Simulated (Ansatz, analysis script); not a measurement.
**Fe2B: how near to magnetism**

Is Fe2B magnetic, nearly magnetic or plainly paramagnetic? E(M) and M(B) tell.

Main program and level: Ansatz 0.2.0; PBEsol, PAW set soft_1 (files made for PBE).

The database entry behind the starting cell differs from later determinations by our own check (0.1 to 0.3 % short, probably kX units), so it need not match the best structure at ambient conditions.

## (1) The structure

Symmetry: I4/mcm, No. 140, tetragonal system. Conventional cell: a = 5.099 Å, b = 5.099 Å, c = 4.240 Å, α = 90.00°, β = 90.00°, γ = 90.00°. Nearest to Fe lie 4 B at 2.18 Å and 3 Fe at 2.41 to 2.43 Å. B has 2 B at 2.12 Å and 8 Fe at 2.18 Å nearest. Farther neighbours are not listed.

The cell of this run holds 6 atoms, 4 of them with a starting moment; values «a cell» refer to the cell of the run in question.

## (2) Two spin channels first

First a free collinear run, to see which state the typed moments lead to.

The input, input.yaml:

```yaml
crystal:
  lattice:
    - [-2.5495, 2.5495, 2.12]
    - [2.5495, -2.5495, 2.12]
    - [2.5495, 2.5495, -2.12]
  atoms:
    - { symbol: Fe, position: [0.167, 0.667, 0.834], spin: 2.8 }
    - { symbol: Fe, position: [0.333, 0.167, 0.5], spin: 2.8 }
    - { symbol: Fe, position: [0.833, 0.333, 0.166], spin: 2.8 }
    - { symbol: Fe, position: [0.667, 0.833, 0.5], spin: 2.8 }
    - { symbol: B, position: [0.75, 0.75, 0.0] }
    - { symbol: B, position: [0.25, 0.25, 0.0] }
magnetization:
  spin_polarized: true
kpoints:
  mp_grid: { grid: [10, 10, 10] }
hamiltonian:
  xc: pbesol
  pseudopotentials: { kind: paw, azcp: { folder: soft_1 }, xc_functional: pbe }
scf:
  occupations: { method: fermi_dirac, width: 0.05 }
  max_iter: 120
  convergence: { dr2_threshold: 1.0e-08 }
  lower_state_search: "off"
output:
  write_density: true
  write_potential: true
  elf: true
  volumetric_format: npy
```

Launch:

```console
$ ansatz run input.yaml --threads 1 --pin off --max-ram 2560MiB --backend cpu --events-out ev --progress --plain --runs-dir out
```

Numbers of over 12 decimals in the logs are rounded to 6 here.

The program printed:

```text
Engine: ansatz 0.2.0, x86_64-unknown-linux-gnu
Pseudopotentials: kind: paw
Pseudopotential: Fe, paw, valence charge 16, recommended cutoff 420 eV (normal), soft_1/Fe.paw.azcp
Pseudopotential: B, paw, valence charge 3, recommended cutoff 420 eV (normal), soft_1/B.paw.azcp
Functional definition: PBEsol
  exchange = pbesol_x
  correlation = pbesol_c
Crystal: 6 atoms, lattice volume = 55.120 Å³
Basis set: ecut = 420 eV, 1039 PW (Γ)
Bands: 49, of which v1, the nominal top of the filled ones, is band 35 counted from 1 (34 counted from 0)
Symmetry: 16 space group operations
Space group: I4/mcm (ITA 140), of the structure as read, at distance tolerance 3.8e-5 Å
Magnetic group: BNS 140.541 (UNI 1201), of the structure as read, at distance tolerance 3.8e-5 Å
k-points: 102 of 1000
Non-local potential: Fe, projectors of the file, l = 0: 3, l = 1: 2, l = 2: 3, l = 3: 1
Non-local potential: B, projectors of the file, l = 0: 2, l = 1: 2, l = 2: 1
PAW form: soft (Blöchl's): semilocal exchange-correlation on the pseudo side does not see the compensation charge
PAW frozen core: Fe, regenerated for the run's functional, and the local potential with it (the file was generated under x = pbe(κ = 0.804, μ = 0.219515), c = pbe(β = 0.066725))
PAW frozen core: B, regenerated for the run's functional, and the local potential with it (the file was generated under x = pbe(κ = 0.804, μ = 0.219515), c = pbe(β = 0.066725))
PAW one-centre angular grid: Fe, 590 points (default); XC on 64 Gauss nodes
PAW one-centre angular grid: B, 110 points (default); XC on 64 Gauss nodes
Initial density: superposition of atomic densities (chi_scale 0.1, normalization cell)
Starting moments: Σ|m| = 11.2 μB on 4 of 6 sites
Initial wavefunctions: pseudopotential atomic-orbital guess
Functional: x = pbesol(κ = 0.804, μ = 0.123457), c = pbesol(β = 0.046)
SCF iter   1: F=—  HF=-18103.132899 eV  |F-HF|=—  |Δ(HF+E_count)|=         —  Δρ=9.47e-2 (↑9.47e-2 ↓3.62e-2)  dr2=5.16e0  dr2_m=1.20e0  M=8.547 μB ∫|m|=9.017 μB  β_m=0.30  ethr=3.10e-3  ⟨swp⟩=5.8  Hψ=32051  notcnv=0  defer=37
preconditioner: auto → Kerker (q_TF=auto, 2.839 Å⁻¹)  [metal: Δε(μ)=0.002 eV  Ē_g=8.414 eV  σ=0.050 eV  W_gap=0.01  n_scr=16 (ndim 8)  ℏωp=30.8 eV  f_vac=0.000  D(μ)=4.66/eV (n_scr^D=62)]
spin=Collinear: Kerker preconditioning applied to the charge; magnetization (m = ρ↑ − ρ↓) channel mixes plain (no charge-response kernel on spin).
SCF iter   2: F=—  HF=-18102.672559 eV  |F-HF|=—  |Δ(HF+E_count)|=   4.60e-1  Δρ=4.67e-2 (↑4.67e-2 ↓2.94e-2)  dr2=6.15e-1  dr2_m=6.16e-1  M=8.362 μB ∫|m|=8.937 μB  β_m=0.30  ethr=3.10e-3  ⟨swp⟩=2.7  Hψ=16559  notcnv=0  defer=822
SCF iter   3: F=—  HF=-18102.683046 eV  |F-HF|=—  |Δ(HF+E_count)|=   1.05e-2  Δρ=2.99e-2 (↑2.99e-2 ↓2.72e-2)  dr2=9.21e-2  dr2_m=3.87e-1  M=8.180 μB ∫|m|=8.831 μB  β_m=0.30  ethr=8.78e-4  ⟨swp⟩=2.0  Hψ=11399  notcnv=0  defer=822
SCF iter   4: F=—  HF=-18102.744869 eV  |F-HF|=—  |Δ(HF+E_count)|=   6.18e-2  Δρ=2.49e-2 (↑2.08e-2 ↓2.49e-2)  dr2=1.58e-2  dr2_m=2.62e-1  M=8.015 μB ∫|m|=8.720 μB  β_m=0.30  ethr=1.32e-4  ⟨swp⟩=3.3  Hψ=18985  notcnv=0  defer=853
SCF iter   5: F=—  HF=-18102.809502 eV  |F-HF|=—  |Δ(HF+E_count)|=   6.46e-2  Δρ=2.01e-2 (↑1.62e-2 ↓2.01e-2)  dr2=1.53e-2  dr2_m=1.64e-1  M=7.916 μB ∫|m|=8.659 μB  β_m=0.30  ethr=2.25e-5  ⟨swp⟩=2.2  Hψ=12616  notcnv=0  defer=852
SCF iter   6: F=—  HF=-18102.837155 eV  |F-HF|=—  |Δ(HF+E_count)|=   2.77e-2  Δρ=1.44e-2 (↑1.44e-2 ↓1.42e-2)  dr2=3.20e-4  dr2_m=1.03e-1  M=7.843 μB ∫|m|=8.612 μB  β_m=0.30  ethr=2.19e-5  ⟨swp⟩=2.1  Hψ=13268  notcnv=0  defer=852
SCF iter   7: F=—  HF=-18102.856180 eV  |F-HF|=—  |Δ(HF+E_count)|=   1.90e-2  Δρ=1.16e-2 (↑1.16e-2 ↓1.16e-2)  dr2=2.13e-4  dr2_m=6.82e-2  M=7.774 μB ∫|m|=8.563 μB  β_m=0.30  ethr=4.57e-7  ⟨swp⟩=2.0  Hψ=17413  notcnv=0  defer=852
SCF iter   8: F=—  HF=-18102.867370 eV  |F-HF|=—  |Δ(HF+E_count)|=   1.12e-2  Δρ=9.92e-3 (↑9.92e-3 ↓8.99e-3)  dr2=4.77e-4  dr2_m=4.51e-2  M=7.719 μB ∫|m|=8.523 μB  β_m=0.30  ethr=3.04e-7  ⟨swp⟩=2.2  Hψ=18048  notcnv=0  defer=852
Mixer restart at iter 8: flushing history
spin-set hold released at iteration 8 (site moments contracting): the magnetisation degrees of freedom join the quasi-Newton model from the next iteration; the mixer history was flushed
SCF iter   9: F=—  HF=-18102.874044 eV  |F-HF|=—  |Δ(HF+E_count)|=   6.67e-3  Δρ=8.24e-3 (↑8.24e-3 ↓7.43e-3)  dr2=3.06e-4  dr2_m=3.10e-2  M=7.671 μB ∫|m|=8.484 μB  β_m=0.47  ethr=3.04e-7  ⟨swp⟩=2.1  Hψ=15456  notcnv=0  defer=849
SCF iter  10: F=—  HF=-18102.884791 eV  |F-HF|=—  |Δ(HF+E_count)|=   1.07e-2  Δρ=2.94e-3 (↑2.56e-3 ↓2.94e-3)  dr2=1.55e-4  dr2_m=3.81e-3  M=7.506 μB ∫|m|=8.339 μB  β_m=0.82  ethr=3.04e-7  ⟨swp⟩=2.1  Hψ=17437  notcnv=0  defer=849
SCF iter  11: F=—  HF=-18102.886445 eV  |F-HF|=—  |Δ(HF+E_count)|=   1.65e-3  Δρ=1.46e-3 (↑1.46e-3 ↓4.09e-4)  dr2=1.25e-3  dr2_m=1.64e-4  M=7.412 μB ∫|m|=8.236 μB  β_m=0.67  ethr=2.22e-7  ⟨swp⟩=2.6  Hψ=17556  notcnv=0  defer=849
SCF iter  12: F=—  HF=-18102.886180 eV  |F-HF|=—  |Δ(HF+E_count)|=   2.64e-4  Δρ=5.74e-4 (↑3.09e-4 ↓5.74e-4)  dr2=2.75e-4  dr2_m=2.76e-5  M=7.404 μB ∫|m|=8.228 μB  β_m=0.63  ethr=2.22e-7  ⟨swp⟩=2.5  Hψ=18185  notcnv=0  defer=849
SCF iter  13: F=—  HF=-18102.886171 eV  |F-HF|=—  |Δ(HF+E_count)|=   9.30e-6  Δρ=1.40e-4 (↑5.81e-5 ↓1.40e-4)  dr2=6.16e-6  dr2_m=3.94e-6  M=7.398 μB ∫|m|=8.217 μB  β_m=0.82  ethr=2.22e-7  ⟨swp⟩=2.2  Hψ=13643  notcnv=0  defer=849
SCF iter  14: F=—  HF=-18102.886178 eV  |F-HF|=—  |Δ(HF+E_count)|=   7.33e-6  Δρ=3.93e-5 (↑3.93e-5 ↓1.77e-5)  dr2=4.62e-7  dr2_m=3.14e-7  M=7.397 μB ∫|m|=8.213 μB  β_m=0.86  ethr=8.80e-9  ⟨swp⟩=2.8  Hψ=17461  notcnv=0  defer=849
SCF iter  15: F=—  HF=-18102.886179 eV  |F-HF|=—  |Δ(HF+E_count)|=   2.57e-7  Δρ=6.96e-6 (↑4.01e-6 ↓6.96e-6)  dr2=6.10e-9  dr2_m=1.44e-8  M=7.396 μB ∫|m|=8.212 μB  β_m=0.93  ethr=1.43e-11  ⟨swp⟩=7.2  Hψ=36951  notcnv=0
SCF iter  16: F=-18102.886179 eV  HF=-18102.886179 eV  |F-HF|=4.84e-10  |Δ(HF+E_count)|=   1.68e-8  Δρ=1.59e-6 (↑7.56e-7 ↓1.59e-6)  dr2=1.34e-9  dr2_m=2.93e-10  M=7.396 μB ∫|m|=8.211 μB  ethr=8.71e-12  ⟨swp⟩=3.0  Hψ=20377  notcnv=0
SCF 1 converged in 16 iterations: F = -18102.886179 eV  dr2 = 1.34e-9
  greatest PAW one-centre occupation: 1.001 electrons in one spin orbital (limit 2), on the Fe atom at site 3 (counted from 0), in its partial waves of l = 1
SCF converged after 16 iterations
Magnetization: 7.3958 μB (38.6979 up, 31.3021 down)
Absolute magnetization: 8.2120 μB (∫|ρ↑−ρ↓|, with the PAW one-centre terms)
Spin contamination: 0.1346 ħ² per cell (⟨S²⟩ above its minimum at these occupations)
Per-site moments (μB) at R_I (Å): [(1.888252, 0.897299), (1.888252, 0.897299), (1.888252, 0.897299), (1.888252, 0.897299), (-0.115554, 0.874500), (-0.115554, 0.874500)]
Free energy (F): -18102.886179 eV
Harris-Foulkes:  -18102.886179 eV  (|F-HF|=4.84e-10)
Internal energy: -18102.847805 eV  (E = F + TS)
E sigma→0 (E₀):  -18102.866992 eV
Entropy (-TS):   -0.038374 eV (-6.396 meV/atom)
Fermi energy:    18.103397 eV
--- Per-component energies (eV) ---
  E_band       = -825.222054
  E_kinetic    = 1422.336479
  E_local      = -8981.765654  (includes V_loc(G=0)·N_el)
  E_nonlocal   = 1173.146651
  E_hartree    = 3750.800643
  E_xc         = -508.253678
  E_vxc        = -648.664729  (∫ρ·V_xc dr)
  E_paw        = -5546.850699  (= ΣΔE_a)
  E_vpaw       = -1291.868582  (= ΣTr[D̂ρ^β])
  E_aug_tail   = -0.003524  (compensation charges beyond the density's cutoff)
  E_ewald      = -9413.004252
  E_core_change = 0.746230  (= ΣΔE_core)
  E_smearing   = -0.038374  (= −TS)
  E_closure    = -0.000000  (closes the sum)
  Σ components = -18102.886179   (vs F -18102.886179, Δ=0.00e0)
--- Band table (eV; the first three rows and the last of 204) ---
  k-point 0 ↑: bands = [... 31 lower, 16.2903, 16.2903, 16.5303, 17.1064, 17.1064, 17.5387, 18.5225, 19.5840, ... 10 higher]
  k-point 1 ↑: bands = [... 31 lower, 16.1625, 16.2484, 16.6438, 17.0999, 17.1617, 17.5440, 18.4625, 19.1681, ... 10 higher]
  k-point 2 ↑: bands = [... 31 lower, 16.1328, 16.1329, 16.7902, 17.0790, 17.2771, 17.5563, 18.3895, 18.4675, ... 10 higher]
  k-point 101 ↓: bands = [... 31 lower, 18.0087, 18.2866, 18.2866, 18.8983, 19.4242, 19.4242, 19.4803, 19.7761, ... 10 higher]
```

Elapsed: 38 s, on 1 thread of Intel Xeon Platinum 8488C (Sapphire Rapids), shared host; peak memory 0.62 GiB.

Spin moment in the atom's sphere by atom:

```tsv
atom	spin moment in the atom's sphere (μB)
Fe1	1.89
Fe2	1.89
Fe3	1.89
Fe4	1.89
B5	-0.12
B6	-0.12
```

Tables count atoms from 1; parts of the log count from 0.

The run ends ferromagnetic on the main sites, with smaller opposed moments on others, with a net moment of 7.40 μB a cell. Only this order was typed.

Spin density in the ab plane of the conventional cell at fractional z = 0.000, with atoms of Fe within 0.2 Å of it.

Values in e/Å³, 13 rows by 14 columns, each cell a mean:
```
0.0 0.0 0.0 0.2 0.7 0.7 0.1 0.0 0.0 0.0 0.0 0.0 0.0 0.0
0.0 0.0 0.1 0.9 2.8 2.5 0.6 0.0 0.0 0.0 0.0 0.1 0.1 0.0
0.0 0.0 0.1 0.9 2.7 2.3 0.6 0.0 0.0 0.0 0.2 0.5 0.4 0.1
0.0 0.0 0.0 0.2 0.6 0.5 0.1 0.0 0.0 0.1 0.8 2.5 2.2 0.5
0.0 0.0 0.0 0.0 0.1 0.1 0.0 0.0 0.0 0.1 0.9 2.9 2.6 0.7
0.0 0.0 0.0 0.0 0.0 0.0 0.0 0.0 0.0 0.0 0.2 0.8 0.8 0.2
0.0 0.1 0.2 0.1 0.0 0.0 0.0 0.0 0.0 0.0 0.0 0.1 0.1 0.0
0.1 0.9 1.9 1.0 0.2 0.0 0.0 0.0 0.0 0.0 0.0 0.0 0.0 0.0
0.3 1.8 3.6 2.1 0.4 0.0 0.0 0.0 0.1 0.2 0.1 0.0 0.0 0.0
0.1 0.7 1.7 1.0 0.2 0.0 0.0 0.1 0.6 1.5 0.8 0.2 0.0 0.0
0.0 0.1 0.2 0.1 0.0 0.0 0.0 0.3 1.8 3.6 2.1 0.4 0.0 0.0
0.0 0.0 0.0 0.0 0.0 0.0 0.0 0.1 1.0 2.1 1.1 0.2 0.0 0.0
0.0 0.0 0.0 0.0 0.0 0.0 0.0 0.0 0.1 0.3 0.2 0.0 0.0 0.0
```
Columns run along a (5.1 Å), rows up along b (5.1 Å), edges of the conventional cell, whose origin can differ from the input's. Atoms in or near the plane, at fractional coordinates: Fe at (0.67, 0.17), Fe at (0.17, 0.33), Fe at (0.33, 0.83), Fe at (0.83, 0.67).

Valence density in the ab plane of the conventional cell at fractional z = 0.000, with atoms of Fe within 0.2 Å of it. It is the smooth field of the valence electrons, not physical close to the nuclei.

Values in e/Å³, 13 rows by 14 columns, each cell a mean:
```
 0  0  1  2  5  5  1  0  0  0  0  0  0  0
 0  0  1  7 21 19  4  1  0  0  0  0  0  0
 0  0  1  7 20 18  4  0  0  0  1  3  3  1
 0  0  0  1  4  4  1  0  0  1  6 19 17  4
 1  0  0  0  0  1  0  0  0  1  7 22 20  5
 0  0  0  0  0  0  0  0  0  1  2  6  5  1
 0  1  2  1  0  0  0  0  0  0  0  1  1  0
 1  7 14  8  1  0  0  0  0  0  0  0  0  0
 2 13 27 16  3  0  0  0  1  1  1  0  0  0
 1  6 12  7  1  0  0  1  5 11  6  1  0  0
 0  1  1  1  0  0  0  2 13 27 16  3  0  0
 0  0  0  0  0  0  0  1  8 15  9  2  0  0
 0  0  0  0  0  0  0  1  1  2  1  1  0  0
```
Columns run along a (5.1 Å), rows up along b (5.1 Å), edges of the conventional cell, whose origin can differ from the input's. Atoms in or near the plane, at fractional coordinates: Fe at (0.67, 0.17), Fe at (0.17, 0.33), Fe at (0.33, 0.83), Fe at (0.83, 0.67).

ELF in the ab plane of the conventional cell at fractional z = 0.000, with atoms of Fe within 0.2 Å of it. It is the smooth field of the valence electrons, not physical close to the nuclei.

Values, 13 rows by 14 columns, each cell a mean:
```
0.53 0.43 0.25 0.27 0.40 0.38 0.27 0.27 0.27 0.22 0.22 0.29 0.40 0.50
0.41 0.32 0.22 0.44 0.76 0.71 0.37 0.20 0.29 0.28 0.21 0.20 0.23 0.32
0.24 0.26 0.20 0.43 0.74 0.70 0.37 0.18 0.25 0.20 0.24 0.33 0.32 0.22
0.18 0.25 0.19 0.24 0.35 0.34 0.24 0.23 0.25 0.20 0.43 0.72 0.68 0.35
0.20 0.29 0.27 0.21 0.20 0.23 0.30 0.39 0.32 0.21 0.45 0.77 0.73 0.38
0.26 0.27 0.23 0.22 0.29 0.40 0.50 0.53 0.43 0.24 0.28 0.42 0.41 0.29
0.27 0.26 0.25 0.22 0.22 0.39 0.53 0.56 0.49 0.33 0.20 0.19 0.21 0.27
0.25 0.46 0.62 0.48 0.25 0.28 0.46 0.46 0.37 0.28 0.24 0.25 0.30 0.26
0.25 0.61 0.85 0.66 0.29 0.21 0.33 0.27 0.23 0.22 0.20 0.20 0.28 0.21
0.21 0.42 0.58 0.46 0.24 0.21 0.23 0.21 0.41 0.55 0.43 0.22 0.21 0.23
0.25 0.22 0.23 0.21 0.20 0.27 0.21 0.25 0.60 0.85 0.65 0.29 0.22 0.33
0.46 0.36 0.27 0.24 0.25 0.30 0.26 0.25 0.46 0.65 0.51 0.26 0.28 0.45
0.56 0.48 0.33 0.21 0.18 0.21 0.27 0.27 0.25 0.27 0.23 0.22 0.38 0.53
```
Columns run along a (5.1 Å), rows up along b (5.1 Å), edges of the conventional cell, whose origin can differ from the input's. Atoms in or near the plane, at fractional coordinates: Fe at (0.67, 0.17), Fe at (0.17, 0.33), Fe at (0.33, 0.83), Fe at (0.83, 0.67).

## (3) Denser mesh

Levels at the Fermi energy are partly filled, so moments and energy differences can hang on the k-mesh, and the state is solved again on a denser one.

input.yaml, the sections that differ from step 2:

```yaml
crystal:
  lattice:
    - [-2.5495, 2.5495, 2.12]
    - [2.5495, -2.5495, 2.12]
    - [2.5495, 2.5495, -2.12]
  atoms:
    - { symbol: Fe, position: [0.167, 0.667, 0.834], spin: 1.89 }
    - { symbol: Fe, position: [0.333, 0.167, 0.5], spin: 1.89 }
    - { symbol: Fe, position: [0.833, 0.333, 0.166], spin: 1.89 }
    - { symbol: Fe, position: [0.667, 0.833, 0.5], spin: 1.89 }
    - { symbol: B, position: [0.75, 0.75, 0.0] }
    - { symbol: B, position: [0.25, 0.25, 0.0] }
kpoints:
  mp_grid: { grid: [12, 12, 12] }
basis:
  ecutwfc: 420.0
checkpoint:
  read: start
  write: ck
  compress: false
  write_wavefunctions: false
  write_every: 100000
# magnetization, hamiltonian, scf: as in step 2
# output: removed
```

Launch:

```console
$ ansatz run input.yaml --threads 2 --pin off --max-ram 5120MiB --backend cpu --events-out ev --progress --plain --runs-dir out
```

The program printed:

```text
[...]
Per-site moments (μB) at R_I (Å): [(1.890921, 0.897299), (1.890921, 0.897299), (1.890921, 0.897299), (1.890921, 0.897299), (-0.115607, 0.874500), (-0.115607, 0.874500)]
Free energy (F): -18102.886473 eV
[...]
Internal energy: -18102.848601 eV  (E = F + TS)
E sigma→0 (E₀):  -18102.867537 eV
Entropy (-TS):   -0.037872 eV (-6.312 meV/atom)
Fermi energy:    18.100371 eV
[...]
[key lines of the parts left out:]
SCF converged after 6 iterations
Magnetization: 7.4078 μB (38.7039 up, 31.2961 down)
```

It took 14 s on 2 threads; peak memory 0.77 GiB; 27 s of CPU time.

Spin moment in the atom's sphere by atom:

```tsv
atom	spin moment in the atom's sphere (μB)
Fe1	1.89
Fe2	1.89
Fe3	1.89
Fe4	1.89
B5	-0.12
B6	-0.12
```

The run ends ferromagnetic on the main sites, with smaller opposed moments on others, with a net moment of 7.41 μB a cell, against 7.40 μB on the first mesh.

## (4) Without spin

The state without spin is the zero of E(M).

input.yaml, the sections that differ from step 3:

```yaml
crystal:
  lattice:
    - [-2.5495, 2.5495, 2.12]
    - [2.5495, -2.5495, 2.12]
    - [2.5495, 2.5495, -2.12]
  atoms:
    - { symbol: Fe, position: [0.167, 0.667, 0.834] }
    - { symbol: Fe, position: [0.333, 0.167, 0.5] }
    - { symbol: Fe, position: [0.833, 0.333, 0.166] }
    - { symbol: Fe, position: [0.667, 0.833, 0.5] }
    - { symbol: B, position: [0.75, 0.75, 0.0] }
    - { symbol: B, position: [0.25, 0.25, 0.0] }
scf:
  occupations: { method: fermi_dirac, width: 0.05 }
  max_iter: 120
  convergence: { dr2_threshold: 1.0e-08 }
# kpoints, hamiltonian, basis: as in step 3
# magnetization: removed
# checkpoint: removed
```

Launch:

```console
$ ansatz run input.yaml --threads 1 --pin off --max-ram 2560MiB --backend cpu --events-out ev --progress --plain --runs-dir out
```

The program printed:

```text
[...]
Crystal: 6 atoms, lattice volume = 55.120 Å³
Basis set: ecut = 420 eV, 1039 PW (Γ)
Bands: 42, of which v1, the nominal top of the filled ones, is band 35 counted from 1 (34 counted from 0)
Symmetry: 16 space group operations
[...]
k-points: 163 of 1728
[...]
SCF iter   1: F=—  HF=-18103.193768 eV  |F-HF|=—  |Δ(HF+E_count)|=         —  Δρ=1.16e-1  dr2=5.57e0  ethr=3.10e-3  ⟨swp⟩=5.9  Hψ=21670  notcnv=0
[...]
SCF iter  10: F=-18102.067052 eV  HF=-18102.067052 eV  |F-HF|=8.62e-10  |Δ(HF+E_count)|=   1.58e-9  Δρ=2.08e-6  dr2=1.78e-9  ethr=1.43e-11  ⟨swp⟩=2.7  Hψ=14114  notcnv=0
SCF 1 converged in 10 iterations: F = -18102.067052 eV  dr2 = 1.78e-9
[...]
SCF converged after 10 iterations
Free energy (F): -18102.067052 eV
[...]
Internal energy: -18101.959755 eV  (E = F + TS)
E sigma→0 (E₀):  -18102.013404 eV
Entropy (-TS):   -0.107297 eV (-17.883 meV/atom)
Fermi energy:    17.988382 eV
[...]
```

Wall time 13 s (1 thread); peak memory 0.57 GiB.

The free collinear run lies 819 meV below it.

## (5) Without spin, levels printed

Changes to input.yaml since step 4:

```diff
@@ -23 +23,3 @@
   ecutwfc: 420.0
+output:
+  eigenvalues: true
```

The program printed:

```text
[...]
Crystal: 6 atoms, lattice volume = 55.120 Å³
Basis set: ecut = 420 eV, 1039 PW (Γ)
Bands: 42, of which v1, the nominal top of the filled ones, is band 35 counted from 1 (34 counted from 0)
Symmetry: 16 space group operations
[...]
k-points: 163 of 1728
[...]
--- Band table (eV; the first three rows and the last of 163) ---
  k-point 0: bands = [... 31 lower, 17.1748, 17.1748, 17.5742, 18.0154, 18.0154, 18.3014, 19.3625, 20.1218, ... 3 higher]
  k-point 1: bands = [... 31 lower, 17.0702, 17.1428, 17.6592, 18.0111, 18.0627, 18.3108, 19.2953, 19.8502, ... 3 higher]
  k-point 2: bands = [... 31 lower, 16.8845, 17.0527, 17.7975, 17.9994, 18.1660, 18.3364, 19.1835, 19.3222, ... 3 higher]
  k-point 162: bands = [... 31 lower, 17.0436, 17.2424, 17.2424, 17.8867, 18.1542, 18.1542, 18.4946, 18.6405, ... 3 higher]
[key lines of the parts left out:]
SCF converged after 10 iterations
Free energy (F): -18102.067052 eV
Fermi energy:    17.988382 eV
```

Run time: 14 s. Hardware: 1 thread; peak memory 0.56 GiB.

(Continued in part 2 of 2.)

[Logs and program files are shortened in this print: banners, set-up blocks, solver, clock and traceback lines can be left out without a mark of their own.]

[Logs are printed without paths, hosts, clocks, repeated set-up lines and the standing remarks that a program may print on its own settings, such as how far it seeks lower states.]

[Hosts, paths, dates, database ids (printed as entryN), source tags and the programs' standing remarks are cut or masked in the printed files.]
